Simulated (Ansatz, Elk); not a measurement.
# Bonding as seen by X-rays: BaTi2Cu2

The structure of BaTi2Cu2 used here is made up (a known structure type with other elements) and was relaxed beforehand with PBEsol. The aim is the Fourier transform of its all-electron density, F(hkl), set beside the sum over free spherical atoms that refinements use.

Program: Elk 11.2.3 (patched build). Level of theory: DFT, PBE, all-electron APW+lo, Dirac cores, scalar-relativistic bands, static density, no spin. Results are calculated unless marked as measured.

This account leaves out most program logs.

The structure was built from a prototype and need not be the compound's stable phase.

### Step 1. Set-up

The structure is tetragonal, space group I4/mmm (No. 139). Conventional cell: a = 4.585 Å, b = 4.585 Å, c = 10.117 Å, α = 90.00°, β = 90.00°, γ = 90.00°. Nearest to Ba lie 8 Cu at 3.41 Å and 10 Ti at 3.51 to 3.59 Å. Nearest to Cu lie 4 Ti at 2.49 Å and 4 Cu at 3.24 Å and 4 Ba at 3.41 Å. Nearest to Ti lie 4 Cu at 2.49 Å and 1 Ti at 3.09 Å and 5 Ba at 3.51 to 3.59 Å. Farther neighbours are not listed.

### Step 2. Ground state and structure factors

An all-electron density is needed, since X-rays see the cores too. Task 0 finds the density and task 195 Fourier-transforms it; tshift is off so that phases refer to the origin typed.

The input, elk.in:

```
tasks
  0
  195

xctype
  20

spinpol
  .false.

rgkmax
  7.0

gmaxvr
  14.0

lmaxo
  7

lmaxapw
  8

swidth
  0.002

tshift
  .false.

ramdisk
  .false.

hmaxvr
  5.5

maxscl
  120

epspot
  1e-06

sppath
  './'

avec
  -4.33252423671 4.33252423671 9.55916395485
  4.33252423671 -4.33252423671 9.55916395485
  4.33252423671 4.33252423671 -9.55916395485

atoms
  3
  'Ba.in'
  1
  0.0000000000 0.0000000000 0.0000000000   0.000000 0.000000 0.000000
  'Cu.in'
  2
  0.2500000000 0.7500000000 0.5000000000   0.000000 0.000000 0.000000
  0.7500000000 0.2500000000 0.5000000000   0.000000 0.000000 0.000000
  'Ti.in'
  2
  0.3471761189 0.3471761189 0.0000000000   0.000000 0.000000 0.000000
  0.6528238811 0.6528238811 0.0000000000   0.000000 0.000000 0.000000

ngridk
  7 7 7
```

Command:

```console
$ OMP_NUM_THREADS=4 elk
```

Elapsed: 55 s, on 4 threads of Arm Neoverse V2, shared host; peak memory 0.27 GiB.

SFACRHO.OUT:

```text

h k l indices transformed by vhmat matrix:
   1.000000000       0.000000000       0.000000000    
   0.000000000       1.000000000       0.000000000    
   0.000000000       0.000000000       1.000000000    

      h      k      l  multipl.   |H|            Re(F)            Im(F)           |F|

      0      0      0      1   0.0000000       158.00000      0.47821052E-16   158.00000    
     -1     -1      1      2  0.65729444      -16.243209      0.74703923E-14   16.243209    
      0      1      0      8  0.79611906       28.418309      -0.0000000       28.418309    
      0      0     -1      4   1.0254721       32.584300     -0.53519804E-14   32.584300    
     -1     -1      2      8   1.2180431       82.145912     -0.12450654E-13   82.145912    
     -2     -1      1      8   1.2238781       77.299812      -0.0000000       77.299812    
     -2     -2      2      2   1.3145889       67.087153     -0.12450654E-13   67.087153    
      1     -1     -1      4   1.4502366       119.19960      0.38956662E-14   119.19960    
     -2      0      2      8   1.5922381      -11.229318      0.99605231E-14   11.229318    
      1     -2      0     16   1.6543856       24.793611      -0.0000000       24.793611    
     -3     -1      2      8   1.6672543      -23.204243     -0.18675981E-13   23.204243    
      3      2     -3      8   1.7961129       37.631910      -0.0000000       37.631910    
      2      1     -3     16   1.8976469       65.485071      -0.0000000       65.485071    
      3      1     -3      8   1.9573784       57.997377     -0.21166112E-13   57.997377    
     -3     -3      3      2   1.9718833       22.461794     -0.56027942E-13   22.461794    
      2     -2      0      4   2.0509443       102.61418      0.65093552E-16   102.61418    
      1      1     -3      8   2.1536965      -8.7776229     -0.14940785E-13   8.7776229    
      1     -2      2      8   2.2000405       22.636015     -0.12450654E-14   22.636015
```

Elk indexes on the primitive cell of elk.in and gives |H| = 4π sin θ/λ in inverse bohr. Below, one row stands for each form hkl of the conventional cell (m members, Friedel mates merged), F is for one primitive cell and the density is static (no thermal factor). Free-atom factors are Waasmaier and Kirfel's, and R is Σm||F|−|F'||/Σm|F|.

| hkl | m | sin θ/λ (Å⁻¹) | abs F, DFT | neutral atoms | diff. |
| --- | --- | --- | --- | --- | --- |
| 002 | 2 | 0.099 | 16.243 | 16.387 | -0.144 |
| 101 | 8 | 0.120 | 28.418 | 28.390 | +0.029 |
| 110 | 4 | 0.154 | 32.584 | 32.142 | +0.442 |
| 112 | 8 | 0.183 | 82.146 | 82.645 | -0.499 |
| 103 | 8 | 0.184 | 77.300 | 77.581 | -0.281 |
| 004 | 2 | 0.198 | 67.087 | 67.318 | -0.231 |
| 200 | 4 | 0.218 | 119.200 | 120.174 | -0.974 |
| 202 | 8 | 0.239 | 11.229 | 12.272 | -1.043 |
| 211 | 16 | 0.249 | 24.794 | 24.773 | +0.021 |
| 114 | 8 | 0.251 | 23.204 | 24.207 | -1.002 |
| 105 | 8 | 0.270 | 37.632 | 37.777 | -0.145 |
| 213 | 16 | 0.285 | 65.485 | 65.646 | -0.161 |
| 204 | 8 | 0.294 | 57.997 | 58.624 | -0.627 |
| 006 | 2 | 0.296 | 22.462 | 21.820 | +0.642 |

### Step 3. The highest occupied states alone

An energy window below the Fermi level keeps the highest occupied states, to see at which angles they scatter; shallow core shells can lie inside it and anion s states outside. No new self-consistency is needed.

Changes to elk.in since step 2:

```diff
@@ -1,3 +1,2 @@
 tasks
-  0
   195
@@ -40,2 +39,5 @@
 
+wsfac
+  -0.195930 0.545070
+
 sppath
```

Command:

```console
$ OMP_NUM_THREADS=4 elk
```

Elapsed: 13 s, on 4 threads; peak memory 0.18 GiB; 17 s of CPU time.

States within 12 eV below the Fermi level hold 32.00 electrons; any levels below the window count with the cores. Their amplitudes can exceed the total, where window and core parts have opposite phase:

| hkl | sin θ/λ (Å⁻¹) | abs F, window | abs F, all |
| --- | --- | --- | --- |
| 002 | 0.099 | 20.099 | 16.243 |
| 101 | 0.120 | 1.954 | 28.418 |
| 110 | 0.154 | 13.088 | 32.584 |
| 112 | 0.183 | 13.755 | 82.146 |
| 103 | 0.184 | 1.808 | 77.300 |
| 004 | 0.198 | 12.652 | 67.087 |
| 200 | 0.218 | 13.998 | 119.200 |
| 202 | 0.239 | 11.646 | 11.229 |
| 211 | 0.249 | 0.636 | 24.794 |
| 114 | 0.251 | 11.738 | 23.204 |

### Step 4. Another functional

The difference from free atoms is small, so it is set against the change that PBEsol makes.

Changes to elk.in since step 3:

```diff
@@ -1,2 +1,3 @@
 tasks
+  0
   195
@@ -4,3 +5,3 @@
 xctype
-  20
+  22
 
@@ -39,5 +40,2 @@
 
-wsfac
-  -0.195930 0.545070
-
 sppath
```

Command:

```console
$ OMP_NUM_THREADS=4 elk
```

The job ended after 53 s (4 threads; peak memory 0.28 GiB; 2.7 min of CPU time).

Against the first run R = 0.02 %; the largest change is -0.038 at 200.

### Step 5. Basis size

A smaller basis shows how fast F responds to it; the change is likely larger than the basis error of the first run, but doesn't show convergence.

Changes to elk.in since step 4:

```diff
@@ -5,3 +5,3 @@
 xctype
-  22
+  20
 
@@ -11,3 +11,3 @@
 rgkmax
-  7.0
+  5.5
```

Command:

```console
$ OMP_NUM_THREADS=4 elk
```

Wall time 48 s (4 threads); peak memory 0.25 GiB; 2.4 min of CPU time.

Against the first run R = 0.04 %; the largest change is -0.112 at 200.

### Step 6. Settings against the effect

| run | R against the first run (%) | R against neutral atoms, low angle (%) | wall time |
| --- | --- | --- | --- |
| PBE, rgkmax 7 | 0.00 | 0.82 | 55 s |
| PBEsol | 0.02 | 0.85 | 53 s |
| rgkmax 5.5 | 0.04 | 0.88 | 48 s |

### Step 7. Summary of results

```
R against neutral atoms, sin θ/λ < 0.3 Å⁻¹ : 0.82 %
R against neutral atoms, 0.3 to 0.77 Å⁻¹   : 0.29 %
```

**Reading.** Independent neutral atoms miss the calculated amplitudes by R = 0.82 % below 0.3 Å⁻¹ and 0.29 % from there to 0.77 Å⁻¹; by shells, 0.20 % below 0.15 Å⁻¹ (2 forms), 0.86 % 0.15 to 0.3 (12 forms), 0.48 % 0.3 to 0.45 (21 forms), 0.26 % above 0.45 (114 forms). Bonding, aspherical density and the tables' own atoms all enter these figures, and the runs don't part them. The largest change of an amplitude is -1.04 electrons, at 202. The window's part falls from 32.0 electrons at the origin to at most 5.28 between 0.45 and 0.77 Å⁻¹, where compact states inside the window still scatter. Below 0.3 Å⁻¹ the changes that finished (PBEsol and rgkmax 5.5) move F by R = 0.06 % at most, against the 0.82 % that separates it from free atoms. The k-mesh has no finished test. These runs have no spin, though d or f shells may be open. Part of the difference isn't bonding: the tables are fits to free atoms and ions calculated by other methods than this functional. Thermal motion, anomalous dispersion and extinction are left out.

[Logs are printed without paths, hosts, clocks, repeated set-up lines and the standing remarks that a program may print on its own settings, such as how far it seeks lower states.]

[Hosts, paths, dates, database ids (printed as entryN), source tags and the programs' standing remarks are cut or masked in the printed files.]
